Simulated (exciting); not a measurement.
Consider SrCl2, space group Fm-3m.

```xyz
3
Lattice="0.0000 3.4884 3.4884 3.4884 0.0000 3.4884 3.4884 3.4884 0.0000" Properties=species:S:1:pos:R:3 pbc="T T T"
Sr    0.0000    0.0000    0.0000
Cl    5.2325    5.2325    5.2325
Cl    1.7442    1.7442    1.7442
```

Absorber: atom 1, with 8 Cl at 3.02 Å (cubic, site symmetry m-3m). Method: exciting, all-electron LAPW+lo, PBE, exchange and screened direct term (singlet BSE), 3×3×3 shifted k points, 35 conduction bands, |G+q| up to 3 bohr⁻¹ (2 in the exchange term), full RPA screening with nempty = 63, Lorentzian half width 0.69 eV.

Predict the Sr L₃ near-edge structure at this level.

Bound core exciton? Yes on this mesh: the first bright state (over 5 % of the brightest) lies at -3.83 eV from the Kohn–Sham onset and at -4.09 eV from the lowest bare transition of its own mesh. Maxima (height): -3.1 eV (1.00) and 13.7 eV (0.12).

Energy from the Kohn–Sham onset, core level to the lowest empty state found on the meshes used; Im ε in relative units:

```
E (eV)  Im ε
  -8.5  0.02
  -8.0  0.03
  -7.5  0.04
  -7.0  0.05
  -6.5  0.06
  -6.0  0.09
  -5.5  0.13
  -5.0  0.21
  -4.5  0.39
  -4.0  0.71
  -3.5  0.91
  -3.0  0.98
  -2.5  0.63
  -2.0  0.33
  -1.5  0.20
  -1.0  0.14
  -0.5  0.10
   0.0  0.09
   0.5  0.08
   1.0  0.08
   1.5  0.07
   2.0  0.07
   2.5  0.07
   3.0  0.08
   3.5  0.09
   4.0  0.09
   4.5  0.10
   5.0  0.10
   5.5  0.09
   6.0  0.09
   6.5  0.08
   7.0  0.07
   7.5  0.08
   8.0  0.09
   8.5  0.09
   9.0  0.09
   9.5  0.07
  10.0  0.06
  10.5  0.06
  11.0  0.06
  11.5  0.06
  12.0  0.06
  12.5  0.07
  13.0  0.09
  13.5  0.12
  14.0  0.11
  14.5  0.09
  15.0  0.07
  15.5  0.06
  16.0  0.05
  16.5  0.06
  17.0  0.06
  17.5  0.05
  18.0  0.05
  18.5  0.05
  19.0  0.06
```

Binding energies aren't converged on 27 k points, and fine structure above the first lines is partly noise of the mesh. Exchange and the short-range direct term aren't converged in the kernel cutoff. The zero comes from the unshifted 3×3×3 ground-state mesh; it is exact only where the band minimum lies on that mesh. The conduction states carry no spin here, so the exchange coupling to the spinor core hole is only partly held. This core level is treated alone, with no coupling to its spin–orbit partner. The structure is a published determination, not relaxed.

[Banner, clock and machine lines of the logs are left out without a mark of their own.]

[Logs are printed without paths, hosts, clocks, repeated set-up lines and the standing remarks that a program may print on its own settings, such as how far it seeks lower states.]

[Hosts, paths, dates, database ids (printed as entryN), source tags and the programs' standing remarks are cut or masked in the printed files.]
